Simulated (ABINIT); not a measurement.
# Quasiparticle gap of MgS (F-43m) in ABINIT, part 3 of 3

Wanted: ground state, empty states, screening and self-energy for MgS (F-43m).

ABINIT 10.8.3; LDA and many-body steps on it, plane waves. Known limits of the many-body steps: not at the basis limit; coarse k mesh.

So far. Step 4 (Empty states on the mesh, 4×4×4 mesh, 42 bands): On this mesh the gap is 3.165 eV. Step 5 (Screening, 4×4×4 mesh, 38 bands, screening to 106.1 eV): Local fields lower ε∞ by 15 %. On a Γ-centred mesh this coarse the value itself is usually too large, while a short band sum pulls it down.

## 6. Self-energy, 4×4×4 mesh, 38 bands, screening to 106.1 eV

The self-energy is evaluated for the states that the input lists, and the levels follow from it, in one-shot runs by the linearised quasiparticle equation.

This step: G0W0 on LDA, plane waves, norm-conserving pseudopotentials.

run.abi reads:

```
acell 3*1.0 Angstrom
rprim 
  -0.000000000000 2.833120046800 2.833120046800
  2.833120046800 0.000000000000 2.833120046800
  2.833120046800 2.833120046800 -0.000000000000
ntypat 2
znucl 12 16
natom 2
typat 1 2
xred 
  0.000000000000 0.000000000000 0.000000000000
  0.750000000000 0.750000000000 0.750000000000
pp_dirpath "pseudos"
pseudos "Mg.upf, S.upf"
ecut 38
ngkpt 4 4 4
nshiftk 1
shiftk 0 0 0
kptopt 1
chksymbreak 0
istwfk *1
occopt 1
irdwfk 1
optdriver 4
nband 38
gwcalctyp 0
ecutsigx 38
symsigma 1
nkptgw 1
kptgw 
  0.0000000000 0.0000000000 0.0000000000
bdgw 
  6 12
ecuteps 3.9
irdscr 1
ppmodel 1
indata_prefix "in"
outdata_prefix "out"
tmpdata_prefix "tmp"
```

Started as:

```
$ OMP_NUM_THREADS=1 mpirun -n 4 abinit run.abi > log
```

Numbers of over 12 decimals in the logs are rounded to 6 here.

Output:

```text
.Version 10.8.3 of ABINIT. v10.8.2 released Aug 2026.

 Symmetries : space group F-4 3 m (#216); Bravais cF (face-center cubic)
[... echo of the input left out ...]
== DATASET  1 ==================================================================
-   mpi_nproc: 4, omp_nthreads: 1 (-1 if OMP is not activated)

--- !DatasetInfo
iteration_state: {dtset: 1, }
dimensions: {natom: 2, nkpt: 8, mband: 38, nsppol: 1, nspinor: 1, nspden: 1, mpw: 3479, }
cutoff_energies: {ecut:  38.0, pawecutdg:  -1.0, }
electrons: {nelect:   1.60000000E+01, charge:   0.00000000E+00, occopt:   1.00000000E+00, tsmear:   1.00000000E-02, }

 SIGMA: Calculation of the GW corrections

 Based on a program developped by R.W. Godby, V. Olevano, G. Onida, and L. Reining.
 Incorporated in ABINIT by V. Olevano, G.-M. Rignanese, and M. Torrent.
.Using double precision arithmetic ; gwpc =  8

[... cell and pseudopotentials left out ...]
--------------------------------------------------------------------------------

 ==== K-mesh for the wavefunctions ====
 Number of points in the irreducible wedge :     8
[... list of points left out ...]
 Together with 24 symmetry operations and time-reversal symmetry
 yields    64 points in the full Brillouin Zone.

 ==== Q-mesh for screening function ====
 Number of points in the irreducible wedge :     8
[... list of points left out ...]
 Together with 24 symmetry operations and time-reversal symmetry
 yields    64 points in the full Brillouin Zone.

 vcoul_init : cutoff-mode = AUXILIARY_FUNCTION
 q-points for optical limit:   1
     1)      0.000010    0.000020    0.000030
 setmesh: FFT mesh size selected  =    45x   45x   45
          total number of points  =        91125

 Number of electrons calculated from density =   16.0000; Expected =   16.0000
 average of density, n =  0.052131
 r_s =    1.6606
 omega_plasma =   22.0244 [eV]

 === KS Band Gaps ===
  >>>> For spin  1
   Minimum direct gap =   3.1654 [eV], located at k-point      :   0.0000  0.0000  0.0000
   Fundamental gap    =   3.1654 [eV], Top of valence bands at :   0.0000  0.0000  0.0000
                                       Bottom of conduction at :   0.0000  0.0000  0.0000
 SIGMA fundamental parameters:
 PLASMON POLE MODEL  1
 number of plane-waves for SigmaX                 3479
 number of plane-waves for SigmaC and W            113
 number of plane-waves for wavefunctions          3479
 number of bands                                    38
 number of independent spin polarizations            1
 number of spinorial components                      1
 number of k-points in IBZ                           8
 number of q-points in IBZ                           8
 number of symmetry operations                      24
 number of k-points in BZ                           64
 number of q-points in BZ                           64
 number of frequencies for dSigma/dE                 9
 frequency step for dSigma/dE [eV]                0.25
 number of omega for Sigma on real axis              0
 max omega for Sigma on real axis  [eV]           0.00
 zcut for avoiding poles [eV]                     0.10

 EPSILON^-1 parameters (SCR file):
 dimension of the eps^-1 matrix on file            113
 dimension of the eps^-1 matrix used               113
 number of plane-waves for wavefunctions          3479
 number of bands                                    38
 number of q-points in IBZ                           8
 number of frequencies                               2
 number of real frequencies                          1
 number of imag frequencies                          1

 matrix elements of self-energy operator (all in [eV])

 Perturbative Calculation

--- !SelfEnergy_ee
iteration_state: {dtset: 1, }
kpoint     : [   0.000,    0.000,    0.000, ]
spin       : 1
KS_gap     :    3.165
QP_gap     :    4.923
Delta_QP_KS:    1.757
data: !SigmaeeData |
     Band     E0 <VxcDFT>   SigX SigC(E0)      Z dSigC/dE  Sig(E)    E-E0       E
        6   1.305 -12.870 -16.221   2.275   0.781  -0.281 -13.710  -0.840   0.465
        7   1.305 -12.870 -16.221   2.275   0.781  -0.281 -13.710  -0.840   0.465
        8   1.305 -12.870 -16.221   2.275   0.781  -0.281 -13.710  -0.840   0.465
        9   4.470  -9.360  -5.069  -3.168   0.818  -0.223  -8.442   0.917   5.387
       10   9.041 -10.175  -4.841  -3.572   0.810  -0.235  -8.749   1.426  10.467
       11   9.041 -10.175  -4.841  -3.572   0.810  -0.235  -8.749   1.426  10.467
       12   9.041 -10.175  -4.841  -3.572   0.810  -0.235  -8.749   1.426  10.467

== END DATASET(S) ==============================================================
================================================================================

 -outvars: echo values of variables after computation  --------
           etotal      0.0000000000E+00
            nband          38
             nkpt           8
          spgroup         216
 [... the other variables as echoed above ...]

 Calculation completed.
```

The job ended after 3 s (4 MPI ranks of Intel Xeon Platinum 8488C (Sapphire Rapids), shared host; peak memory 0.16 GiB; 10 s of CPU time).

This step gave:

| Quantity | Value |
| --- | --- |
| G0W0 gap on the points computed | 4.922 eV |
| starting gap on the mesh | 3.165 eV |
| k of the valence top | 0, 0, 0 |
| k of the conduction bottom | 0, 0, 0 |
| Z at the valence top | 0.781 |
| Z at the conduction bottom | 0.818 |
| least direct G0W0 gap on the computed points | 4.922 eV |

The gap on the mesh goes from 3.17 eV to 4.92 eV, a correction of +1.76 eV.

Limits: finite bands, cutoff and mesh; coarse k mesh. v1 is the top filled band, c1 the lowest empty one. The levels before and after the correction (eV, zero at the valence-band top of each column):

```
           conduction bottom  valence top
Kohn-Sham               3.17         0.00
     G0W0               4.92         0.00
```

```
             level  energy (eV)
Kohn-Sham  Γ v3-v1        0.000
Kohn-Sham     Γ c1        3.165
Kohn-Sham  Γ c2-c4        7.736
     G0W0  Γ v3-v1        0.000
     G0W0     Γ c1        4.922
     G0W0  Γ c2-c4       10.002
```

## 7. Where the time went

Times are wall times on 4 MPI ranks of Intel Xeon Platinum 8488C (Sapphire Rapids), shared host, good to a factor of about two.

```
                          step   time  share  memory (GiB)
                  ground state  7.7 s   23 %          0.35
bands along the symmetry lines   10 s   30 %          0.33
      empty states on the mesh  6.5 s   20 %          0.31
                     screening    6 s   18 %          0.52
                   self-energy    3 s    9 %          0.16
```

## 8. Outcome

* LDA gap: 3.17 eV, direct
* G0W0 gap on the mesh: 4.92 eV
* GW settings: 4×4×4 mesh, 38 bands, screening to 106.1 eV, Godby-Needs plasmon pole
* known limits: not at the basis limit; coarse k mesh

In words: G0W0 moves the gap on the mesh from 3.17 eV to 4.92 eV (+1.76 eV), with Z of 0.78 and 0.82 at the edges. Local fields lower the RPA ε∞ on this mesh from 5.17 to 4.40; a Γ-centred mesh this coarse tends to raise both, most where the direct gap is narrow, while a short band sum lowers them. Only 1 of the mesh's irreducible points was corrected, so a valley elsewhere could overtake. Bands and cutoff are finite, so the gap is not at the basis limit. The miss can reach some tenths of an eV and take either sign; the mesh is an error of its own. In the G0W0 run levels were corrected at 1 k point alone, so a gap called «on the mesh» is the least over those, and an edge elsewhere would be missed. The 4×4×4 mesh is coarse for this cell, which bears on the long-range parts of exchange and screening.

[Paths, hosts, dates, memory and timing lines, banners, echoed tables and standing remarks are left out of the program output.]

[Logs are printed without paths, hosts, clocks, repeated set-up lines and the standing remarks that a program may print on its own settings, such as how far it seeks lower states.]

[Runs of the session that timed out or met a known fault of the program may be left out.]

[Hosts, paths, dates, database ids (printed as entryN), source tags and the programs' standing remarks are cut or masked in the printed files.]

[G0W0 gaps are taken among the corrected bands and points alone; a level outside them can change the order at an edge.]

[Where Ansatz stands beside ABINIT at settings called matched, ABINIT's density can come from a denser mesh and the files from another edition; pairs whose starting gaps differed by over 0.03 eV were left out, so agreement reads better than it is.]
